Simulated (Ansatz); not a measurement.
# Structural relaxation of amorphous Si (169 atoms), part 2 of 2

Wanted: the relaxed structure of amorphous Si (169 atoms) and its electronic structure.

Ansatz 0.2.0; Kohn-Sham DFT, PBE, PAW (set soft_2), plane waves.

The cell: 169 Si. The quench rate of 20 K/ps is orders of magnitude faster than experiment. The network of bonds at the start is that of the classical potential that made the cell. Only the Γ point is sampled, in a cell whose shortest periodic width is 15 Å.

So far. Step 3 (Relaxation): The relaxation changed the energy by -45.8 meV/atom, and atoms moved by 0.23 Å r.m.s., 0.60 Å at most.

## (5) Single point at the relaxed geometry

The electronic structure is read at the final geometry, in a run of its own.

input.yaml

```yaml
crystal:
  lattice:
    - [15.1647, 0.0, 0.0]
    - [0.0, 15.1647, 0.0]
    - [0.0, 0.0, 15.1647]
  atoms:
    - { symbol: Si, position: [0.94754, 0.87154, 0.32777] }
    - { symbol: Si, position: [0.32483, 0.97113, 0.299] }
    - { symbol: Si, position: [0.16577, 0.51498, 0.67687] }
    - { symbol: Si, position: [0.72044, 0.79761, 0.48874] }
    - { symbol: Si, position: [0.43316, 0.63067, 0.84907] }
    - { symbol: Si, position: [0.48868, 0.38553, 0.92588] }
    - { symbol: Si, position: [0.60737, 0.01841, 0.47465] }
    - { symbol: Si, position: [0.52355, 0.45582, 0.3754] }
    - { symbol: Si, position: [0.25112, 0.86452, 0.6447] }
    - { symbol: Si, position: [0.19036, 0.26543, 0.03842] }
    - { symbol: Si, position: [0.90432, 0.50869, 0.04968] }
    - { symbol: Si, position: [0.61686, 0.68628, 0.68659] }
    - { symbol: Si, position: [0.7394, 0.31045, 0.4436] }
    - { symbol: Si, position: [0.13452, 0.12074, 0.32273] }
    - { symbol: Si, position: [0.94025, 0.65311, 0.09833] }
    - { symbol: Si, position: [0.87166, 0.51754, 0.70257] }
    - { symbol: Si, position: [0.33964, 0.17845, 0.42127] }
    - { symbol: Si, position: [0.34982, 0.02345, 0.44286] }
    - { symbol: Si, position: [0.04088, 0.35118, 0.58607] }
    - { symbol: Si, position: [0.47178, 0.7409, 0.95499] }
    - { symbol: Si, position: [0.89913, 0.47434, 0.30917] }
    - { symbol: Si, position: [0.56437, 0.99527, 0.8716] }
    - { symbol: Si, position: [0.76744, 0.42562, 0.87987] }
    - { symbol: Si, position: [0.64176, 0.58063, 0.9984] }
    - { symbol: Si, position: [0.7576, 0.5222, 0.33659] }
    - { symbol: Si, position: [0.9232, 0.47543, 0.55656] }
    - { symbol: Si, position: [0.38025, 0.24446, 0.71197] }
    - { symbol: Si, position: [0.84584, 0.68455, 0.88191] }
    - { symbol: Si, position: [0.1395, 0.8769, 0.44354] }
    - { symbol: Si, position: [0.17815, 0.17052, 0.83703] }
    - { symbol: Si, position: [0.98532, 0.88137, 0.47841] }
    - { symbol: Si, position: [0.59441, 0.72712, 0.53953] }
    [... 131 atom lines left out ...]
    - { symbol: Si, position: [0.33718, 0.07968, 0.18822] }
    - { symbol: Si, position: [0.72748, 0.94832, 0.26356] }
    - { symbol: Si, position: [0.79788, 0.16057, 0.799] }
    - { symbol: Si, position: [0.20613, 0.94063, 0.77463] }
    - { symbol: Si, position: [0.59274, 0.12309, 0.35759] }
    - { symbol: Si, position: [0.36946, 0.26921, 0.55643] }
kpoints:
  mp_grid: { grid: [1, 1, 1] }
hamiltonian:
  xc: pbe
scf:
  occupations: { method: gaussian, width: 0.025 }
output:
  forces: true
  stress: true
  populations: intrinsic
  dos:
    method: { smearing: { sigma: 0.1 } }
    de: 0.1
    projected: { site_lists: { Si: [Si] } }
  eigenvalues: true
  write_density: true
  write_potential: true
  volumetric_format: npy
  elf: true
```

On the command line:

```
$ ansatz run input.yaml --threads 4 --pin off --max-ram 8192MiB --backend cpu --events-out ev --progress --plain --runs-dir out
```

What it wrote:

```text
[...]
Crystal: 169 atoms, lattice volume = 3487.398 Å³
Basis set: ecut = 420 eV, 68243 PW (Γ), exchange–correlation on 216×216×216 points (8 copies of the dense FFT grid, shifted against one another)
Bands: 507, of which v1, the nominal top of the filled ones, is band 338 counted from 1 (337 counted from 0)
Symmetry: 1 space group operations
[...]
k-points: 1
[...]
SCF iter   1: F=—  HF=-107409.574012 eV  |F-HF|=—  |Δ(HF+E_count)|=         —  Δρ=3.37e-3  dr2=1.24e0  ethr=1.77e-3  ⟨swp⟩=6.0  Hψ=2345  notcnv=0  defer=83
[...]
SCF iter  10: F=-107409.426373 eV  HF=-107409.426373 eV  |F-HF|=2.65e-9  |Δ(HF+E_count)|=   7.53e-8  Δρ=3.10e-7  dr2=1.50e-8  ethr=1.48e-11  ⟨swp⟩=21.0  Hψ=4383  notcnv=0
SCF 1 converged in 10 iterations: F = -107409.426373 eV  dr2 = 1.50e-8
[...]
SCF converged after 10 iterations
Free energy (F): -107409.426373 eV
[...]
Internal energy: -107409.425027 eV  (E = F + TS)
E sigma→0 (E₀):  -107409.425700 eV
Entropy (-TS):   -0.001345 eV (-0.008 meV/atom)
Fermi energy:    6.060893 eV
[...]
--- Forces (eV/Å), atoms counted from 1 ---
  atom   1  Si     0.00778189     0.00683669     0.00191399
  atom   2  Si     0.00859003     0.00817137    -0.00039022
  atom   3  Si    -0.00356000    -0.00472242     0.00940021
  atom   4  Si    -0.00826023    -0.00119355    -0.00278662
  atom   5  Si     0.01162972     0.00214569     0.00009817
  atom   6  Si     0.00278357    -0.00042995     0.00016632
  atom   7  Si     0.00519597     0.00224736     0.00236886
  atom   8  Si    -0.00940721    -0.00066671     0.00566153
  atom   9  Si     0.00481772    -0.00586476     0.00103232
  atom  10  Si    -0.00869602     0.00886527     0.00993643
  atom  11  Si     0.00289525     0.00216742    -0.00437194
  atom  12  Si    -0.00043719    -0.00268786     0.00359321
  atom  13  Si    -0.00931757    -0.00326268    -0.00732666
  atom  14  Si    -0.00664809    -0.00297107     0.00522538
[...]
atom 168  Si    -0.00551955     0.00954620     0.00920718
  atom 169  Si     0.00300165     0.00921180     0.01056645
  max |Σ_I F_I| component: 2.44e-5 eV/Å
--- Stress (GPa, compression-positive) ---
        0.258040       0.706713       0.135122
        0.706713       0.064276      -0.054875
        0.135122      -0.054875      -0.601384
  P = ⅓ Tr σ = -0.0930 GPa (-0.930 kbar)
--- Band table (eV) ---
[...]
--- intrinsic populations: 169 sites ---
  site symbol       q [e]
     0     Si      4.0004
     1     Si      4.0013
     2     Si      4.0262
[...]
168     Si      3.9869
  spilling = 0.000000 (of n_electrons = 676.000000)
```

It took 1.7 min on 4 threads of Arm Neoverse V1, shared host; peak memory 4.5 GiB.

Numbers from this run:

- free energy: -107409.4264 eV
- free energy per atom: -635.5587 eV/atom
- SCF cycles: 10
- pressure: -0.09302 GPa
- r.m.s. force component: 0.00772 eV/Å
- longest force: 0.04573 eV/Å
- Fermi energy: 6.061 eV
- spacing of highest filled and lowest empty level: 0.0872 eV

Intrinsic-atomic-orbital charges by element and coordination:

| element | coordination | atoms | mean charge (e) | spread | least | most |
| --- | --- | --- | --- | --- | --- | --- |
| Si | all | 169 | 0 | 0.0322 | -0.189 | 0.0901 |
| Si | 3 | 6 | -0.076 | 0.0682 | -0.189 | 0.0022 |
| Si | 4 | 149 | 0.0041 | 0.0261 | -0.0661 | 0.0901 |
| Si | 5 | 14 | -0.0115 | 0.0219 | -0.0578 | 0.0213 |

States in the cell by windows of 1 eV, zero at the Fermi level; the larger projections on atomic orbitals stand beside the total:

| from (eV) | to (eV) | total | Si p | Si s |
| --- | --- | --- | --- | --- |
| -13 | -12 | 2.1 | 0.1 | 2.0 |
| -12 | -11 | 29.2 | 7.2 | 21.8 |
| -11 | -10 | 33.7 | 10.5 | 23.1 |
| -10 | -9 | 58.8 | 20.2 | 38.3 |
| -9 | -8 | 40.0 | 15.1 | 24.6 |
| -8 | -7 | 47.9 | 20.4 | 27.1 |
| -7 | -6 | 43.4 | 22.7 | 20.4 |
| -6 | -5 | 48.7 | 31.3 | 17.0 |
| -5 | -4 | 57.7 | 46.4 | 10.7 |
| -4 | -3 | 80.9 | 72.0 | 8.1 |
| -3 | -2 | 94.8 | 86.4 | 7.2 |
| -2 | -1 | 96.5 | 89.0 | 5.7 |
| -1 | 0 | 42.8 | 36.9 | 4.5 |
| 0 | 1 | 38.9 | 26.7 | 9.1 |
| 1 | 2 | 83.6 | 53.3 | 19.1 |
| 2 | 3 | 98.8 | 63.3 | 17.4 |

The levels nearest the highest filled one (over half full), pooled over k-points and spins:

| level less the highest filled one (eV) | occupation |
| --- | --- |
| -0.279 | 2 |
| -0.248 | 2 |
| -0.215 | 2 |
| -0.175 | 2 |
| -0.0601 | 2 |
| 0 | 1.99 |
| 0.0872 | 0.014 |
| 0.146 | 0 |
| 0.219 | 0 |
| 0.232 | 0 |
| 0.389 | 0 |
| 0.419 | 0 |

ELF in the ab plane at fractional z = 0.179, with atoms of Si within 0.2 Å of it. It is the smooth field of the valence electrons, not physical close to the nuclei.

Ten even steps from '0' (0.02) to '9' (0.93), each cell a mean:
```
7774235776532222101346899743334443200012356
9998533333210000024663457521125788631000136
8876553100111111247997556532236888764100025
5677885311245555556887655543446544565200012
2468987656665457764432112222334568997310000
0125765689973335642100000000001479997531000
2357998777876678643221000000012566443564212
6656998632234565456776421002357898546886545
8633466410000111368975553125777888766765457
6544687420000000257633687568998654221121124
2345666432100000257656999758998520000000001
0011356664200001346654677546764200001232100
0013689985200024665421136899741000135666420
2367755676311247888520026898752112465333554
6699964688655775456642246433477656898535898
3468866898558996348985578743699966899768997
3345423563336997689985589864678765676434664
8875101355555542246754467531124789974100146
6653100135665310014799985200013678886310124
5432000001234443234789862000135643368754566
6310000001257776778777742234458874489975688
5200001222366444799887655788766665457743357
6300025777777544676444466799863211013544688
6421137987766666531124787656643110001346788
```
Columns run along a (15.2 Å), rows up along b (15.2 Å). Atoms in or near the plane, at fractional coordinates: Si at (0.92, 0.09), Si at (0.62, 0.37), Si at (0.31, 0.77), Si at (0.25, 0.30), Si at (0.78, 0.17), Si at (0.82, 0.71), Si at (0.07, 0.63), Si at (0.89, 0.41), Si at (0.02, 0.33), Si at (0.34, 0.08).

Valence density in the ab plane at fractional z = 0.179, with atoms of Si within 0.2 Å of it. It is the smooth field of the valence electrons, not physical close to the nuclei.

Ten even steps from '0' (0.02 e/Å³) to '9' (0.53 e/Å³), each cell a mean:
```
5543223555432111111245798643222221100001234
7986432222211000113575466421123455311000124
5776532100111111235797554321124788642100013
2456643111123444344554322111124665553100001
0124555433466567532211000000112468974100000
0012455566774136531000000000001248986310000
1124677544455566532100000000001246534642111
4556886311112233334433210000123467546764333
7732464200000001246875532123455555444433334
4554664210000000136644776557876421100011123
1234443210000000124556899778974210000000000
0001234431000000123333356656641000000111100
0002468752100001333211123677420000013455310
1224665663110124675310013687531101245434642
5678865786433466566521135533564334578536987
4378655798668997458864457744687766787656898
4355322465227876568986677654445666653212356
6653101245555421124665564211112478742100124
3321000013443210012589752100002478863100112
2210000001122221123577531000114652366432333
2100000000124655556666532112335775577765665
2100000011246534887655434466654443345752365
3100011344557644653222346799753211112455675
4211113566655554321112467766532110001134565
```
Columns run along a (15.2 Å), rows up along b (15.2 Å). Atoms in or near the plane, at fractional coordinates: Si at (0.92, 0.09), Si at (0.62, 0.37), Si at (0.31, 0.77), Si at (0.25, 0.30), Si at (0.78, 0.17), Si at (0.82, 0.71), Si at (0.07, 0.63), Si at (0.89, 0.41), Si at (0.02, 0.33), Si at (0.34, 0.08).

Intrinsic-atomic-orbital charges run from -0.19 to +0.09 e. Within 0.4 eV of the Fermi level the largest share is Si p (82 % of the projected weight).

Local excerpt of 10 atoms (numbers count through the whole input) about Si79, which has 3 bonded neighbours where the commonest count for Si is 4; x, y, z are measured from there.

| atom | x | y | z | distance (Å) | bonds | intrinsic-atomic-orbital charge (e) |
| --- | --- | --- | --- | --- | --- | --- |
| Si79 | 0.00 | 0.00 | 0.00 | 0.00 | 3 | -0.14 |
| Si16 | -0.64 | -2.18 | -0.61 | 2.35 | 4 | 0.06 |
| Si153 | 2.24 | 0.48 | 0.58 | 2.36 | 4 | -0.01 |
| Si28 | -1.04 | 0.35 | 2.11 | 2.38 | 4 | 0.01 |
| Si127 | 0.18 | 1.60 | -2.50 | 2.98 | 4 | 0.02 |
| Si57 | 2.29 | 0.72 | -1.79 | 2.99 | 4 | 0.02 |
| Si123 | -3.10 | -1.60 | -0.78 | 3.58 | 4 | -0.03 |
| Si83 | 2.13 | -1.50 | -2.63 | 3.70 | 4 | 0.02 |
| Si64 | -1.88 | 2.67 | -1.82 | 3.74 | 4 | 0.04 |
| Si125 | 0.51 | 1.44 | 3.63 | 3.94 | 4 | -0.01 |

## (6) Outcome

| Property | Result |
| --- | --- |
| energy change in the relaxation | -45.82 meV/atom |
| r.m.s. displacement | 0.228 Å |
| largest displacement | 0.602 Å |
| free energy per atom | -635.5587 eV/atom |
| pressure | -0.09302 GPa |
| r.m.s. force component | 0.00772 eV/Å |
| spacing of highest filled and lowest empty level | 0.0872 eV |
| wall time of the 3 DFT runs | 8.6 min |

**Reading.** Relaxation lowers the energy by 45.8 meV/atom and moves atoms by 0.23 Å r.m.s.; the r.m.s. force component goes from 0.46 to 0.0077 eV/Å, the pressure goes from 0.059 to -0.093 GPa. By the final cutoffs 8 of 347 bonded pairs parted and 3 joined. From the first step to the last the energy fell by 7.744 eV, and the largest move was 0.60 Å (Si64). The Si-Si bonds go from 2.405 Å (spread 0.087) to 2.395 Å (spread 0.064), and their number from 347 to 342. By these cutoffs 88 % of Si atoms have 4 bonded neighbours. The highest filled and lowest empty levels lie only 0.087 eV apart (at Γ alone), which on so few k-points needn't be a gap.

What to keep in mind: The network of bonds at the start is that of the classical potential that made the cell; in DFT 8 of its 347 bonded pairs passed out of the cutoffs and 3 came within them.

Against the measurements quoted at the start:

| quantity | measured | this cell | difference | method of the measurement |
| --- | --- | --- | --- | --- |
| number of Si about Si | 3.9 | 4.05 | +3.8 % | X-ray diffraction |

The cell differs from the measured neighbour counts by up to 3.8 %. The network comes from the model that made the cell; in DFT 8 of its 347 bonded pairs passed out of the cutoffs and 3 came within them. Our coordination numbers hang on a cutoff, and experiments count neighbours in their own ways.

[Long decimals in the printed logs are rounded to 6 places.]

[Logs are printed without paths, hosts, clocks, repeated set-up lines and the standing remarks that a program may print on its own settings, such as how far it seeks lower states.]

[Hosts, paths, dates, database ids (printed as entryN), source tags and the programs' standing remarks are cut or masked in the printed files.]

[A walk said to have stopped at its limit may instead have ended on an SCF cycle that didn't converge.]
